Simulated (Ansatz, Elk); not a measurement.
# How far do independent atoms describe CrRh2S4?

The structure of CrRh2S4 used here is made up (a known structure type with other elements) and was relaxed beforehand with PBE. The aim is the Fourier transform of its all-electron density, F(hkl), set beside the sum over free spherical atoms that refinements use.

Main program and level: Elk 11.2.3 (patched build); DFT, PBE, all-electron APW+lo, Dirac cores, scalar-relativistic bands, static density, ferromagnetic start.

The structure was built from a prototype and need not be the compound's stable phase.

## Step 1: The structure

It takes space group C2/m (No. 12, monoclinic). The conventional cell has a = 12.287 Å, b = 3.488 Å, c = 6.197 Å, α = 90.00°, β = 119.41°, γ = 90.00°. Nearest to Rh lie 6 S at 2.32 to 2.52 Å. Nearest to Cr lie 6 S at 2.43 Å. S has 3 Rh at 2.32 to 2.36 Å and 1 Cr at 2.43 Å nearest. S has 2 Cr at 2.43 Å and 3 Rh at 2.46 to 2.52 Å nearest. Farther neighbours and most contacts between anions are not listed.

## Step 2: Ground state and structure factors

An all-electron density is needed, since X-rays see the cores too. Task 0 finds the density and task 195 Fourier-transforms it; tshift is off so that phases refer to the origin typed.

File elk.in:

```
tasks
  0
  195
  196

xctype
  20

spinpol
  .true.

rgkmax
  7.0

gmaxvr
  14.0

lmaxo
  7

lmaxapw
  8

swidth
  0.002

tshift
  .false.

ramdisk
  .false.

hmaxvr
  5.5

maxscl
  120

epspot
  1e-06

reducebf
  0.8

sppath
  './'

avec
  11.60943618250 -3.29570909896 0.07850119667
  11.60943618250 3.29570909896 0.07850119667
  -5.81976396887 0.00000000000 10.16307213455

atoms
  3
  'Rh.in'
  2
  0.2654728092 0.2654728092 0.2813574545   0.000000 0.000000 0.000000
  0.7345271908 0.7345271908 0.7186425455   0.000000 0.000000 0.000000
  'Cr.in'
  1
  0.0000000000 0.0000000000 -0.0000000000   0.000000 0.000000 -0.130000
  'S.in'
  4
  0.1290215333 0.1290215333 0.4477828262   0.000000 0.000000 0.000000
  0.8709784667 0.8709784667 0.5522171738   0.000000 0.000000 0.000000
  0.3697398563 0.3697398563 0.0293808612   0.000000 0.000000 0.000000
  0.6302601437 0.6302601437 0.9706191388   0.000000 0.000000 0.000000

ngridk
  6 6 4
```

Command:

```
$ OMP_NUM_THREADS=4 elk
```

Numbers of over 12 decimals in the logs are rounded to 6 here.

Log:

```text
┌─────────────────────────┐
│ Elk code version 11.2.3 │
└─────────────────────────┘

All units are atomic (Hartree, Bohr, etc.)

┌─────────────────────────────────────────────────┐
│ Ground-state run starting from atomic densities │
└─────────────────────────────────────────────────┘

Lattice vectors :
   11.60943618      -3.295709099      0.7850119667E-01
   11.60943618       3.295709099      0.7850119667E-01
  -5.819763969       0.000000000       10.16307213

Reciprocal lattice vectors :
  0.2695630514     -0.9532372425      0.1543621174
  0.2695630514      0.9532372425      0.1543621174
 -0.4164296353E-02 -0.7300592186E-19  0.6158521756

Unit cell volume      :    780.7165459
Brillouin zone volume :   0.3177212200

Muffin-tin inner radius fraction :   0.1000000000E-01

Nuclei treated as point charges

Species : 1 (Rh)
 parameters loaded from : Rh.in
 name : rhodium
 nuclear charge    :   -45.00000000
 electronic charge :    45.00000000
 atomic mass :    187585.2511
 muffin-tin radius :    2.352165097
 number of radial points in muffin-tin :   1193
 inner part over the whole radius :   0.9954180202E-02
 number on inner part of muffin-tin    :    847
 approximate nuclear radius :   0.8524867730E-04
 number of mesh points to nuclear radius :    426
 atomic positions (lattice), magnetic fields (Cartesian) :
  1 :   0.26547281  0.26547281  0.28135745    0.00000000  0.00000000  0.00000000
  2 :  -0.26547281 -0.26547281 -0.28135745    0.00000000  0.00000000  0.00000000

Species : 2 (Cr)
 parameters loaded from : Cr.in
 name : chromium
 nuclear charge    :   -24.00000000
 electronic charge :    24.00000000
 atomic mass :    94783.09202
 muffin-tin radius :    2.400000000
 number of radial points in muffin-tin :    993
 inner part over the whole radius :   0.9857795597E-02
 number on inner part of muffin-tin    :    699
 approximate nuclear radius :   0.6987106690E-04
 number of mesh points to nuclear radius :    328
 atomic positions (lattice), magnetic fields (Cartesian) :
  1 :   0.00000000  0.00000000  0.00000000    0.00000000  0.00000000 -0.13000000

Species : 3 (S)
 parameters loaded from : S.in
 name : sulphur
 nuclear charge    :   -16.00000000
 electronic charge :    16.00000000
 atomic mass :    58450.91931
 muffin-tin radius :    1.990293543
 number of radial points in muffin-tin :    793
 inner part over the whole radius :   0.9810310534E-02
 number on inner part of muffin-tin    :    552
 approximate nuclear radius :   0.6195814986E-04
 number of mesh points to nuclear radius :    252
 atomic positions (lattice), magnetic fields (Cartesian) :
  1 :   0.12902153  0.12902153  0.44778283    0.00000000  0.00000000  0.00000000
  2 :  -0.12902153 -0.12902153 -0.44778283    0.00000000  0.00000000  0.00000000
  3 :   0.36973986  0.36973986  0.02938086    0.00000000  0.00000000  0.00000000
  4 :  -0.36973986 -0.36973986 -0.02938086    0.00000000  0.00000000  0.00000000

Total number of atoms per unit cell :    7
Total muffin-tin volume :    299.0289538
 ratio of muffin-tin to unit cell volume :   0.3830185940

Spin treatment :
 spin-polarised
 global magnetic field (Cartesian) :    0.000000000       0.000000000       0.000000000
 collinear magnetisation in z-direction

Number of Bravais lattice symmetries :    4
Number of crystal symmetries         :    4
Crystal has inversion symmetry
Real symmetric eigensolver will be used

k-point grid :      6     6     4
k-point offset :    0.000000000       0.000000000       0.000000000
k-point set is reduced with full crystal symmetry group
Total number of k-points :       47

Muffin-tin radius times maximum |G+k| :    7.000000000
 using average radius
Maximum |G+k| for APW functions       :    3.252463297
Maximum (1/2)|G+k|²                   :    5.289258749
Maximum |G| for potential and density :    14.00000000
Constant for pseudocharge density :    8
 order of it for each species :   15  15  15
 order of it for pair densities of each species (exact exchange by exxq0 0: 16) :   12  12   8
[...]
Absolute change in total energy (target)   :   0.1417667939E-01 (  0.1000000000E-03)

[... loops 3 to 22 left out ...]

┌──────────────────┐
│ Loop number : 23 │
└──────────────────┘

Energies :
 Fermi                       :     0.291557
 sum of occupied eigenvalues :     -7218.6905570816
 electron kinetic            :      12642.156256116
 core electron kinetic       :      12187.682299466
 Coulomb                     :     -24431.027664284
 Coulomb potential           :     -19302.264749690
 nuclear-nuclear             :     -1414.6207441554
 electron-nuclear            :     -26765.169373524
 Hartree                     :      3748.7624533954
 Madelung                    :     -14779.895289439
 xc potential                :     -558.43289186661
 xc effective B-field        :    -0.149161
 external B-field            :      0.000000
 exchange                    :     -421.01017584843
 correlation                 :     -8.440318
 electron entropic           :    -0.14077457376312E-02
 total energy                :     -12218.323310186
 (external B-field energy excluded from total)

Density of states at Fermi energy :    110.2475017
 (states/Hartree/unit cell)

Estimated indirect band gap :   0.2819906716E-03
 from k-point 33 to k-point 16
Estimated direct band gap   :   0.1100009364E-02
 at k-point 23

Charges :
 core                        :    106.0000000
 valence                     :    72.00000000
 interstitial                :    12.93592220
 muffin-tins (core leakage)
  species : 1 (Rh)
[...]
species : 2 (Cr)
[...]
species : 3 (S)
[...]
total in muffin-tins        :    165.0640778
 total calculated charge     :    177.9951847
 total charge                :    178.0000000
 error                       :   0.4815326835E-02

Moments :
 interstitial                :   0.2124615319
 muffin-tins
  species : 1 (Rh)
[...]
species : 2 (Cr)
[...]
species : 3 (S)
[...]
total in muffin-tins        :    2.815816605
 total moment                :    3.028278137

RMS change in Kohn-Sham potential (target) :   0.8915075148E-06 (  0.1000000000E-05)
Absolute change in total energy (target)   :   0.1152901496E-04 (  0.1000000000E-03)

Convergence targets achieved

┌──────────────────┐
│ Loop number : 24 │
└──────────────────┘

Energies :
 Fermi                       :     0.291556
 sum of occupied eigenvalues :     -7218.6905820394
 electron kinetic            :      12642.156313021
 core electron kinetic       :      12187.682353362
 Coulomb                     :     -24431.027656212
 Coulomb potential           :     -19302.264754639
 nuclear-nuclear             :     -1414.6207441554
 electron-nuclear            :     -26765.169352214
 Hartree                     :      3748.7624401571
 Madelung                    :     -14779.895278892
 xc potential                :     -558.43299100695
 xc effective B-field        :    -0.149156
 external B-field            :      0.000000
 exchange                    :     -421.01017086294
 correlation                 :     -8.440319
 electron entropic           :    -0.14077955392203E-02
 total energy                :     -12218.323240676
 (external B-field energy excluded from total)

Density of states at Fermi energy :    110.2514410
 (states/Hartree/unit cell)

Estimated indirect band gap :   0.2808020251E-03
 from k-point 33 to k-point 16
Estimated direct band gap   :   0.1101236520E-02
 at k-point 23

Charges :
 core                        :    106.0000000
 valence                     :    72.00000000
 interstitial                :    12.93592475
 muffin-tins (core leakage)
  species : 1 (Rh)
[...]
species : 2 (Cr)
[...]
species : 3 (S)
[...]
atom 2                    :    13.87641165     (  0.2815847317E-03)
   atom 3                    :    13.86605634     (  0.2817262874E-03)
   atom 4                    :    13.86605634     (  0.2817262874E-03)
 total in muffin-tins        :    165.0640752
 total calculated charge     :    177.9951847
 total charge                :    178.0000000
 error                       :   0.4815322754E-02

Moments :
 interstitial                :   0.2124557938
 muffin-tins
  species : 1 (Rh)
[...]
species : 2 (Cr)
[...]
species : 3 (S)
[...]
atom 2                    :  -0.5142669635E-02
   atom 3                    :  -0.1899997887E-01
   atom 4                    :  -0.1899997887E-01
 total in muffin-tins        :    2.815756423
 total moment                :    3.028212216

┌──────────────────────────────┐
│ Self-consistent loop stopped │
└──────────────────────────────┘

Warning : core states of species 3 leak from the muffin-tin :   0.2817262874E-03

Wrote STATE.OUT
```

Run time: 17 min. Hardware: 4 threads of Arm Neoverse V1, shared host; peak memory 0.62 GiB.

SFACRHO.OUT:

```text

h k l indices transformed by vhmat matrix:
   1.000000000       0.000000000       0.000000000    
   0.000000000       1.000000000       0.000000000    
   0.000000000       0.000000000       1.000000000    

      h      k      l  multipl.   |H|            Re(F)            Im(F)           |F|

      0      0      0      1   0.0000000       178.00000      0.16947877E-15   178.00000    
      0      0      1      2  0.61586625       6.5154720      0.13543273E-14   6.5154720    
      1      1      0      2  0.62126291      -64.229792      0.33858183E-13   64.229792    
      1      1     -1      2  0.62409297       25.706003     -0.40629820E-14   25.706003    
      0     -1      0      4   1.0025733       12.366920      0.12188946E-13   12.366920    
     -1     -1     -1      2   1.0681880       44.880264      0.94802912E-14   44.880264    
     -1     -1      2      2   1.0731258       68.012478      0.10834619E-13   68.012478    
      2      2     -1      2   1.0824177       32.803861     -0.58574657E-13   32.803861    
      1      0     -1      4   1.0938743       71.675520     -0.40629820E-14   71.675520    
      0      0      2      2   1.2317325      -9.4203909      0.54173093E-14   9.4203909    
      2      2      0      2   1.2425258       40.508383     -0.92771421E-13   40.508383    
     -2     -2      2      2   1.2481859      -91.903859      -0.0000000       91.903859    
      0     -1     -1      4   1.2539250      -90.661750     -0.13543273E-13   90.661750    
      2      1     -1      4   1.2620338      -12.959848      0.38598329E-13   12.959848    
      1      2      0      4   1.3330748       38.928210      0.12866110E-13   38.928210    
      0      1     -2      4   1.4651114      -8.9339314     -0.12188946E-13   8.9339314    
     -1     -2      2      4   1.4720574       23.348795     -0.35551092E-13   23.348795    
     -1     -1     -2      2   1.6293146       89.387578      0.21669237E-13   89.387578
```

Elk indexes on the primitive cell of elk.in and gives |H| = 4π sin θ/λ in inverse bohr. Below, one row stands for each form hkl of the conventional cell (m members, Friedel mates merged), F is for one primitive cell and the density is static (no thermal factor). Free-atom factors are Waasmaier and Kirfel's, and R is Σm||F|−|F'||/Σm|F|.

```csv
hkl,m,sin θ/λ (Å⁻¹),"abs F, DFT",neutral atoms,diff.
001,2,0.093,6.516,6.560,-0.044
200,2,0.093,64.230,64.100,+0.129
2 0 -1,2,0.094,25.706,25.709,-0.003
110,4,0.151,12.367,12.569,-0.202
201,2,0.161,44.880,45.124,-0.244
2 0 -2,2,0.161,68.013,68.603,-0.590
4 0 -1,2,0.163,32.804,33.164,-0.360
1 1 -1,4,0.165,71.675,72.254,-0.579
002,2,0.185,9.420,9.719,-0.298
400,2,0.187,40.508,41.357,-0.848
4 0 -2,2,0.188,91.904,91.624,+0.280
111,4,0.189,90.662,90.326,+0.336
3 1 -1,4,0.190,12.960,13.302,-0.342
310,4,0.201,38.928,39.317,-0.389
1 1 -2,4,0.220,8.934,8.582,+0.352
3 1 -2,4,0.221,23.349,23.631,-0.282
202,2,0.245,89.388,89.928,-0.540
2 0 -3,2,0.246,3.737,3.593,+0.144
401,2,0.246,21.001,20.822,+0.179
4 0 -3,2,0.247,23.639,23.940,-0.301
311,4,0.248,97.860,98.536,-0.676
6 0 -1,2,0.248,10.445,10.268,+0.176
```

## Step 3: The magnetisation density

The same run holds the spin density, and task 196 transforms it. The order is that of the start, and no other was tried.

SFACMAG_1.OUT:

```text

h k l indices transformed by vhmat matrix:
   1.000000000       0.000000000       0.000000000    
   0.000000000       1.000000000       0.000000000    
   0.000000000       0.000000000       1.000000000    

      h      k      l  multipl.   |H|            Re(F)            Im(F)           |F|

      0      0      0      1   0.0000000       3.0282123     -0.18196852E-17   3.0282123    
      0      0      1      2  0.61586625       2.4658242     -0.69435727E-17   2.4658242    
      1      1      0      2  0.62126291       2.4154958     -0.62822801E-17   2.4154958    
      1      1     -1      2  0.62409297       2.4853881     -0.69105081E-16   2.4853881    
      0     -1      0      4   1.0025733       2.0933442     -0.52076795E-16   2.0933442    
     -1     -1     -1      2   1.0681880       2.0803480      0.16201670E-16   2.0803480    
     -1     -1      2      2   1.0731258       2.1616651      0.11572621E-16   2.1616651    
      2      2     -1      2   1.0824177       2.0992353      0.56540520E-16   2.0992353    
      1      0     -1      4   1.0938743       2.0946844      0.21492011E-16   2.0946844    
      0      0      2      2   1.2317325       1.6807762     -0.12729883E-16   1.6807762    
      2      2      0      2   1.2425258       1.9852101      0.16532316E-16   1.9852101    
     -2     -2      2      2   1.2481859       1.7424096     -0.10068180E-15   1.7424096    
      0     -1     -1      4   1.2539250       1.7557848     -0.79520440E-16   1.7557848    
      2      1     -1      4   1.2620338       1.6630114      0.38024327E-16   1.6630114    
      1      2      0      4   1.3330748       1.7424875      0.90927738E-18   1.7424875    
      0      1     -2      4   1.4651114       1.5428542      0.13556499E-16   1.5428542
```

The total moment is 3.03 μB a cell; sphere moments: Rh1 +0.08, Rh2 +0.08, Cr3 +2.71, S4 -0.01, S5 -0.01, S6 -0.02, S7 -0.02 μB. Polarised neutrons measure spin and orbital magnetisation together; without spin-orbit coupling the run gives the spin part:

```csv
hkl,sin θ/λ (Å⁻¹),abs F_M (μB)
001,0.093,2.466
200,0.093,2.416
2 0 -1,0.094,2.485
110,0.151,2.093
201,0.161,2.080
2 0 -2,0.161,2.162
4 0 -1,0.163,2.099
1 1 -1,0.165,2.095
002,0.185,1.681
400,0.187,1.985
4 0 -2,0.188,1.742
111,0.189,1.756
3 1 -1,0.190,1.663
310,0.201,1.742
```

## Step 4: The highest occupied states alone

An energy window below the Fermi level keeps the highest occupied states, to see at which angles they scatter; shallow core shells can lie inside it and anion s states outside. No new self-consistency is needed.

Edit elk.in of step 2 so:

```diff
@@ -1,5 +1,3 @@
 tasks
-  0
   195
-  196
 
@@ -44,2 +42,5 @@
 
+wsfac
+  -0.149440 0.591560
+
 sppath
```

Command:

```
$ OMP_NUM_THREADS=4 elk
```

Log:

```text
┌─────────────────────────────────┐
│ Elk code version 11.2.3 started │
└─────────────────────────────────┘

Info(readinput): the functional depends on the density's gradient
 muffin-tin radial points multiplied by    2.00000
 (not where nrmtscf is given)

┌────────────────────┐
│ Current task : 195 │
└────────────────────┘
Info(checkmt): changed muffin-tin radius of species 1 (Rh) from   2.6000 to   2.3522
Info(checkmt): changed muffin-tin radius of species 3 (S) from   2.2000 to   1.9903

Info(sfacrho): density structure factors written to SFACRHO.OUT

 Energy window :  -0.1494400000      0.5915600000

┌──────────────────┐
│ Elk code stopped │
└──────────────────┘
```

Elapsed: 24 s, on 4 threads; peak memory 0.33 GiB.

States within 12 eV below the Fermi level hold 40.00 electrons; any levels below the window count with the cores. Their amplitudes can exceed the total, where window and core parts have opposite phase:

```csv
hkl,sin θ/λ (Å⁻¹),"abs F, window","abs F, all"
001,0.093,1.941,6.516
200,0.093,9.482,64.230
2 0 -1,0.094,4.919,25.706
110,0.151,2.234,12.367
201,0.161,5.941,44.880
2 0 -2,0.161,8.123,68.013
4 0 -1,0.163,4.555,32.804
1 1 -1,0.165,8.556,71.675
002,0.185,0.030,9.420
400,0.187,4.211,40.508
```

(Part 1 of 2 ends here.)

[Logs are printed without paths, hosts, clocks, repeated set-up lines and the standing remarks that a program may print on its own settings, such as how far it seeks lower states.]

[Hosts, paths, dates, database ids (printed as entryN), source tags and the programs' standing remarks are cut or masked in the printed files.]
